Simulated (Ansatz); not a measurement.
# NaCdCl3 (model cell, started as cubic perovskite with Cd in the octahedra): a soft mode frozen in, part 2 of 3

Aim: this structure of NaCdCl3 (model cell, started as cubic perovskite with Cd in the octahedra) is to be tested for unstable modes, and one is followed downhill.

Ansatz 0.2.0; DFT r2SCAN, scalar-relativistic, plane waves, PAW; PAW set soft_1.

So far, highest frequency on the path or at a solved wavevector (cm⁻¹): step 2 (response at finite wavevector) 318. Also lowest frequency on the path (cm⁻¹): step 2 -92.8.

The structure was built from a prototype and need not be the compound's stable phase.

### 6. Relaxation from the frozen mode

Starting from the lowest point found, all atoms and the cell are let go, so that strain and other modes of the same symmetry can join in.

Input file input.yaml:

```yaml
crystal:
  lattice:
    - [5.169590516, 0.0, 0.0]
    - [0.0, 5.169590516, 0.0]
    - [0.0, 0.0, 5.169590516]
  atoms:
    - { symbol: Na, position: [0.0, -0.0820691827, -0.0820691827] }
    - { symbol: Cd, position: [0.5, 0.499130548, 0.499130548] }
    - { symbol: Cl, position: [0.5, 0.5251117973, 0.0057563816] }
    - { symbol: Cl, position: [0.5, 0.0057563816, 0.5251117973] }
    - { symbol: Cl, position: [0.0, 0.5251117973, 0.5251117973] }
kpoints:
  mp_grid: { grid: [6, 6, 6] }
hamiltonian:
  xc: r2scan
  pseudopotentials: { kind: paw, azcp: { folder: soft_1 } }
scf:
  occupations: { method: fixed }
output:
  forces: true
  stress: true
  eigenvalues: true
relax:
  adjacent_minimum: "off"
  f_tol: 0.002
  max_steps: 120
  cell: { stress_tol: 0.03 }
```

Launch:

```sh
$ ansatz run input.yaml --threads 4 --pin off --max-ram 16384MiB --backend cpu --events-out ev --progress --plain --runs-dir out
```

Numbers of over 12 decimals in the logs are rounded to 6 here.

The log of the run:

```text
[...]
Crystal: 5 atoms, lattice volume = 138.156 Å³
Basis set: ecut = 500 eV, 3431 PW (Γ), exchange–correlation on 160×160×160 points (64 copies of the dense FFT grid, shifted against one another)
Bands: 30, of which v1, the nominal top of the filled ones, is band 25 counted from 1 (24 counted from 0)
Symmetry: 4 space group operations
[...]
k-points: 52 of 216 (time reversal used)
[...]
SCF iter   1: F=—  HF=-13017.066616 eV  |F-HF|=—  |Δ(HF+E_count)|=         —  Δρ=6.71e-2  dr2=5.46e0  dr2_τ=1.34e-2  ethr=3.10e-3  ⟨swp⟩=5.0  Hψ=5718  notcnv=0  defer=151
[...]
SCF iter   9: F=-13015.022597 eV  HF=-13015.022597 eV  |F-HF|=5.89e-9  |Δ(HF+E_count)|=   6.99e-8  Δρ=1.81e-6  dr2=5.31e-9  dr2_τ=7.24e-10  ethr=2.00e-10  ⟨swp⟩=6.0  Hψ=6751  notcnv=0
SCF 1 converged in 9 iterations: F = -13015.022597 eV  dr2 = 5.31e-9
[...]
relax step   1: F+E_penalty+E_count = -13015.02259678 eV  Δ(F+E_penalty+E_count) = +0.000e0 eV  max|allowed force component| = 1.444e-1 eV/Å  Δτ_max = 0.0000 Å  P = +0.302 GPa  Ω = 138.156 Å³  (9 SCF iters, dr2 threshold 1.00e-7 eV, accepted)
Crystal: 5 atoms, lattice volume = 141.144 Å³
Basis set: ecut = 500 eV, 3631 PW (Γ), exchange–correlation on 160×160×160 points (64 copies of the dense FFT grid, shifted against one another)
[...]
iter 1 solved again at ethr=1.08e-4 eV; its pass at ethr=3.10e-3 eV (dr2=5.40e-2 eV) is discarded
[...]
SCF iter   7: F=-13015.053150 eV  HF=-13015.053150 eV  |F-HF|=1.75e-7  |Δ(HF+E_count)|=   2.51e-7  Δρ=6.21e-6  dr2=6.22e-8  dr2_τ=4.77e-9  ethr=1.00e-9  ⟨swp⟩=13.4  Hψ=9239  notcnv=0
SCF 2 converged in 7 iterations: F = -13015.053150 eV  dr2 = 6.22e-8
relax step   2: F+E_penalty+E_count = -13015.05315003 eV  Δ(F+E_penalty+E_count) = -3.055e-2 eV  max|allowed force component| = 1.332e-1 eV/Å  Δτ_max = 0.1043 Å  P = -0.323 GPa  Ω = 141.144 Å³  energy of the carried Pulay correction = -4.548e-4 eV  (7 SCF iters, dr2 threshold 5.00e-7 eV, accepted)
Crystal: 5 atoms, lattice volume = 141.108 Å³
Basis set: ecut = 500 eV, 3591 PW (Γ), exchange–correlation on 160×160×160 points (64 copies of the dense FFT grid, shifted against one another)
[...]
SCF iter   7: F=-13015.086008 eV  HF=-13015.086008 eV  |F-HF|=1.35e-8  |Δ(HF+E_count)|=   3.16e-7  Δρ=1.01e-5  dr2=1.85e-7  dr2_τ=1.80e-8  ethr=1.00e-9  ⟨swp⟩=13.6  Hψ=9561  notcnv=0
SCF 3 converged in 7 iterations: F = -13015.086008 eV  dr2 = 1.85e-7
relax step   3: F+E_penalty+E_count = -13015.08600800 eV  Δ(F+E_penalty+E_count) = -3.286e-2 eV  max|allowed force component| = 1.468e-1 eV/Å  Δτ_max = 0.1950 Å  P = +0.072 GPa  Ω = 141.108 Å³  energy of the carried Pulay correction = -4.494e-4 eV  (7 SCF iters, dr2 threshold 5.00e-7 eV, accepted)
[...]
relax step   4: F+E_penalty+E_count = -13015.09304243 eV  Δ(F+E_penalty+E_count) = -7.034e-3 eV  max|allowed force component| = 2.265e-2 eV/Å  Δτ_max = 0.0633 Å  P = -0.051 GPa  Ω = 141.555 Å³  energy of the carried Pulay correction = -5.166e-4 eV  (6 SCF iters, dr2 threshold 5.00e-7 eV, accepted)
[...]
relax step   5: F+E_penalty+E_count = -13015.09430896 eV  Δ(F+E_penalty+E_count) = -1.267e-3 eV  max|allowed force component| = 2.255e-2 eV/Å  Δτ_max = 0.0270 Å  P = -0.199 GPa  Ω = 142.227 Å³  energy of the carried Pulay correction = -6.173e-4 eV  (7 SCF iters, dr2 threshold 2.00e-7 eV, accepted)
[...]
relax step   6: F+E_penalty+E_count = -13015.09507838 eV  Δ(F+E_penalty+E_count) = -7.694e-4 eV  max|allowed force component| = 6.535e-3 eV/Å  Δτ_max = 0.0098 Å  P = -0.013 GPa  Ω = 141.432 Å³  energy of the carried Pulay correction = -4.982e-4 eV  (6 SCF iters, dr2 threshold 1.48e-7 eV, accepted)
[...]
relax step   7: F+E_penalty+E_count = -13015.09519173 eV  Δ(F+E_penalty+E_count) = -1.133e-4 eV  max|allowed force component| = 1.540e-3 eV/Å  Δτ_max = 0.0046 Å  P = +0.003 GPa  Ω = 141.388 Å³  energy of the carried Pulay correction = -4.915e-4 eV  (6 SCF iters, dr2 threshold 1.02e-8 eV, accepted)
[...]
SCF iter   8: F=-13015.095761 eV  HF=-13015.095761 eV  |F-HF|=0.00e0  |Δ(HF+E_count)|=  1.53e-10  Δρ=3.48e-8  dr2=3.01e-12  dr2_τ=8.16e-14  ethr=1.00e-12  ⟨swp⟩=16.9  Hψ=11504  notcnv=0
SCF 8 converged in 8 iterations: F = -13015.095761 eV  dr2 = 3.01e-12
relax step   8: F+E_penalty+E_count = -13015.09576090 eV  Δ(F+E_penalty+E_count) = -5.692e-4 eV  max|allowed force component| = 1.580e-3 eV/Å  Δτ_max = 0.0000 Å  P = +0.005 GPa  Ω = 141.388 Å³  stress off target by 1.09e-2 GPa  SCF on the basis re-selected at this cell (its energy is not comparable with the rows above)  (8 SCF iters)
basis re-selected at this cell: Δ(F+E_penalty+E_count) = -5.692e-4 eV, ΔP = +0.002 GPa vs the last step (what re-selecting the basis moved, of the pressure what is left beyond the Pulay correction that the steps carried, after the strain that the cell walked since its last selection, with what the two solves' SCF thresholds leave and, on support functions, any second-order correction that the steps lacked; it is no m [...]
SCF converged after 8 iterations
Free energy (F): -13015.095761 eV
[...]
Internal energy: -13015.095761 eV  (E = F + TS)
E sigma→0 (E₀):  -13015.095761 eV
Fermi energy:    1.472733 eV
[...]
--- Forces (eV/Å), atoms counted from 1 ---
  atom   1  Na    -0.00000000    -0.00160353    -0.00160353
  atom   2  Cd     0.00000000     0.00078762     0.00078762
  atom   3  Cl    -0.00000000    -0.00100129     0.00075541
  atom   4  Cl     0.00000000     0.00075541    -0.00100129
  atom   5  Cl     0.00000000     0.00094591     0.00094591
  max |Σ_I F_I| component: 1.16e-4 eV/Å
--- Stress (GPa, compression-positive) ---
       -0.000804       0.000000      -0.000000
        0.000000       0.008095      -0.002821
       -0.000000      -0.002821       0.008095
  P = ⅓ Tr σ = 0.0051 GPa (0.051 kbar)
--- Band table (eV; the first three rows and the last of 52) ---
  k-point 0: bands = [... 21 lower, 0.6290, 0.6490, 0.7115, 1.0463, 4.0561, 6.6180, 10.0189, 10.3713, ... 1 higher]
  k-point 1: bands = [... 21 lower, 0.5669, 0.6415, 0.6686, 0.9536, 4.5546, 6.8645, 9.9412, 10.5369, ... 1 higher]
  k-point 2: bands = [... 21 lower, 0.4645, 0.6064, 0.6805, 0.8376, 5.6606, 7.5155, 9.4140, 10.9146, ... 1 higher]
  k-point 51: bands = [... 21 lower, 1.1817, 1.2763, 1.4083, 1.4605, 7.6600, 8.4738, 8.7390, 8.7811, ... 1 higher]
--- Relaxed structure (7 steps of the walk, 7 accepted, 1 SCFs on fresh bases) ---
  F+E_penalty+E_count = -13015.09576090 eV   max|allowed force component| = 1.580e-3 eV/Å   (the final SCF, on the basis selected at the relaxed cell)
  cell:  # Å, volume = 141.3878 Å³
    - [5.130166, 0, 0]
    - [0, 5.250710, 0.099311]
    - [0, 0.099311, 5.250710]
  atoms:
    - { symbol: Na, position: [0, -0.124307, -0.124307] }
    - { symbol: Cd, position: [0.5, 0.503715, 0.503715] }
    - { symbol: Cl, position: [0.5, 0.560953, 0.015481] }
    - { symbol: Cl, position: [0.5, 0.015481, 0.560953] }
    - { symbol: Cl, position: [0, 0.517199, 0.517199] }
```

It took 94 s on 4 threads of Arm Neoverse V2, shared host; peak memory 0.78 GiB.

Relaxation path:

| step | energy less that of the first step (eV) | largest force component (eV/Å) | pressure (GPa) | volume (Å³) |
| --- | --- | --- | --- | --- |
| 1 | 0.0000 | 0.1444 | 0.30 | 138.16 |
| 2 | -0.0306 | 0.1332 | -0.32 | 141.14 |
| 3 | -0.0634 | 0.1468 | 0.07 | 141.11 |
| 4 | -0.0704 | 0.0226 | -0.05 | 141.56 |
| 5 | -0.0717 | 0.0226 | -0.20 | 142.23 |
| 6 | -0.0725 | 0.0065 | -0.01 | 141.43 |
| 7 | -0.0726 | 0.0015 | 0.00 | 141.39 |
| 8* | -0.0732 | 0.0016 | 0.01 | 141.39 |

Relaxation steps marked * repeat the geometry before them on a plane-wave basis chosen anew for their cell, so energy and pressure can jump there.

The run keeps the 4 symmetry operations that it works with, so distortions that break them were not tested.

| conventional cell, symmetrised | before | after | change |
| --- | --- | --- | --- |
| a (Å) | 5.170 | 5.130 | -0.8 % |
| b (Å) | 7.311 | 7.285 | -0.4 % |
| c (Å) | 7.311 | 7.566 | +3.5 % |
| volume (Å³/atom) | 27.63 | 28.28 | +2.3 % |

The atoms that moved most (Å, as changes of fractional coordinates times the final cell):

| atom | dx | dy | dz | length |
| --- | --- | --- | --- | --- |
| Na1 | 0.000 | -0.226 | -0.226 | 0.320 |
| Cl4 | 0.000 | 0.055 | 0.189 | 0.197 |
| Cl3 | 0.000 | 0.189 | 0.055 | 0.197 |
| Cl5 | 0.000 | -0.042 | -0.042 | 0.060 |
| Cd2 | 0.000 | 0.025 | 0.025 | 0.035 |

Numbers from this step:

```
pressure          : 0.005129 GPa
gap on the k-mesh : 2.583 eV
volume per atom   : 28.28 Å³
```

The distorted start has space group Amm2; the relaxation ends in Amm2.

### 7. The new phase in its own primitive cell

The relaxed structure is symmetrised, reduced to its primitive cell and relaxed tightly, as its phonons need.

input.yaml, the sections that differ from step 6:

```yaml
crystal:
  lattice:
    - [5.1301655737, 0.0, 0.0]
    - [0.0, 3.6425889939, 3.7830356565]
    - [0.0, -3.6425889939, 3.7830356565]
  atoms:
    - { symbol: Na, position: [0.0, 0.8756929708, 0.8756929708] }
    - { symbol: Cd, position: [0.5, 0.503714594, 0.503714594] }
    - { symbol: Cl, position: [0.5, 0.5609534033, 0.0154812576] }
    - { symbol: Cl, position: [0.5, 0.0154812576, 0.5609534033] }
    - { symbol: Cl, position: [0.0, 0.5171991158, 0.5171991158] }
kpoints:
  mp_grid: { grid: [4, 4, 4] }
relax:
  adjacent_minimum: "off"
  f_tol: 0.001
  max_steps: 60
  cell: { stress_tol: 0.01 }
# hamiltonian, scf, output: as in step 6
```

The log of the run:

```text
[...]
Crystal: 5 atoms, lattice volume = 141.388 Å³
Basis set: ecut = 500 eV, 3591 PW (Γ), exchange–correlation on 160×160×160 points (64 copies of the dense FFT grid, shifted against one another)
Bands: 30, of which v1, the nominal top of the filled ones, is band 25 counted from 1 (24 counted from 0)
Symmetry: 4 space group operations
[...]
cell:  # Å, volume = 141.4271 Å³
    - [5.130027, 0.0, 0.0]
    - [0.0, 3.642890, 3.783875]
    - [0.0, -3.642890, 3.783875]
  atoms:
    - { symbol: Na, position: [0, 0.875548, 0.875548] }
    - { symbol: Cd, position: [0.5, 0.503814, 0.503814] }
    - { symbol: Cl, position: [0.5, 0.560871, 0.015574] }
    - { symbol: Cl, position: [0.5, 0.015574, 0.560871] }
    - { symbol: Cl, position: [0, 0.517236, 0.517236] }
[key lines of the parts left out:]
SCF converged after 5 iterations
Free energy (F): -13015.095678 eV
Fermi energy:    1.469368 eV
P = ⅓ Tr σ = -0.0012 GPa (-0.012 kbar)
```

It took 19 s on 4 threads; peak memory 0.67 GiB.

Little changed from the start: no atom moved by 0.005 Å and no cell edge by 0.1 %.

A gap read on the k-mesh alone can miss the band edges.

Numbers from this step:

| Item | Value |
| --- | --- |
| pressure | -0.001152 GPa |
| gap on the k-mesh | 2.582 eV |
| volume per atom | 28.29 Å³ |
| direct gap on mesh | 3.008 eV |

The largest force component left is 0.85 meV/Å and the pressure is -0.001 GPa, within the tolerances set. The cell now holds 28.29 Å³/atom.

[end of part 2 of 3]

[Logs are printed without paths, hosts, clocks, repeated set-up lines and the standing remarks that a program may print on its own settings, such as how far it seeks lower states.]

[Hosts, paths, dates, database ids (printed as entryN), source tags and the programs' standing remarks are cut or masked in the printed files.]
